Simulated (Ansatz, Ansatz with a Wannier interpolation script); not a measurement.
Planning a run of Ansatz 0.2.0 on SiO2 (P4_32_12). The input:

```yaml
crystal:
  lattice:
    - [4.9329, 0.0, 0.0]
    - [0.0, 4.9329, 0.0]
    - [0.0, 0.0, 6.4645]
  atoms:
    - { symbol: Si, position: [0.817705, 0.817705, 0.5] }
    - { symbol: Si, position: [0.682295, 0.317705, 0.25] }
    - { symbol: Si, position: [0.182295, 0.182295, 0.0] }
    - { symbol: Si, position: [0.317705, 0.682295, 0.75] }
    - { symbol: O, position: [0.26834, 0.36457, 0.80193] }
    - { symbol: O, position: [0.13543, 0.76834, 0.55193] }
    - { symbol: O, position: [0.73166, 0.63543, 0.30193] }
    - { symbol: O, position: [0.86457, 0.23166, 0.05193] }
    - { symbol: O, position: [0.76834, 0.13543, 0.44807] }
    - { symbol: O, position: [0.63543, 0.73166, 0.69807] }
    - { symbol: O, position: [0.23166, 0.86457, 0.94807] }
    - { symbol: O, position: [0.36457, 0.26834, 0.19807] }
kpoints:
  mp_grid: { grid: [4, 4, 2] }
hamiltonian:
  xc: lda
scf:
  occupations: { method: fixed }
  n_extra_bands: 83
output:
  wannier:
    kmesh: [8, 8, 4]
    projections:
      - { species: O, l: p, shell: 2 }
      - { species: Si, l: s, shell: 3 }
      - { species: Si, l: p, shell: 3 }
    minimise: true
    write_hr: true
    seedname: w
    conv_tol: 1.0e-07
    max_iter: 4000
    disentanglement:
      window: [-1.66, 18.99]
      frozen_window: [-1.66, 10.37]
      conv_tol: 1.0e-08
```

```sh
ansatz run input.yaml --threads 3 --pin off --max-ram 92160MiB --backend cuda --events-out ev --progress --plain --runs-dir out --devices 1 --max-vram 13GiB  # rebuilt from the run's record
```

Q: How long will it take on 1 × NVIDIA H100 80GB HBM3 (shared by 6 runs) with 3 threads of AMD EPYC 7R13 (Zen 3), shared host, and how much memory?

It took 34 s; on shared hardware allow 17 s to 68 s. Peak host memory was 1.3 GiB.

[Paths, hosts, dates, memory and timing lines, banners, echoed tables and standing remarks are left out of the program output.]

[Logs are printed without paths, hosts, clocks, repeated set-up lines and the standing remarks that a program may print on its own settings, such as how far it seeks lower states.]

[Runs of the session that timed out or met a known fault of the program may be left out.]

[Hosts, paths, dates, database ids (printed as entryN), source tags and the programs' standing remarks are cut or masked in the printed files.]
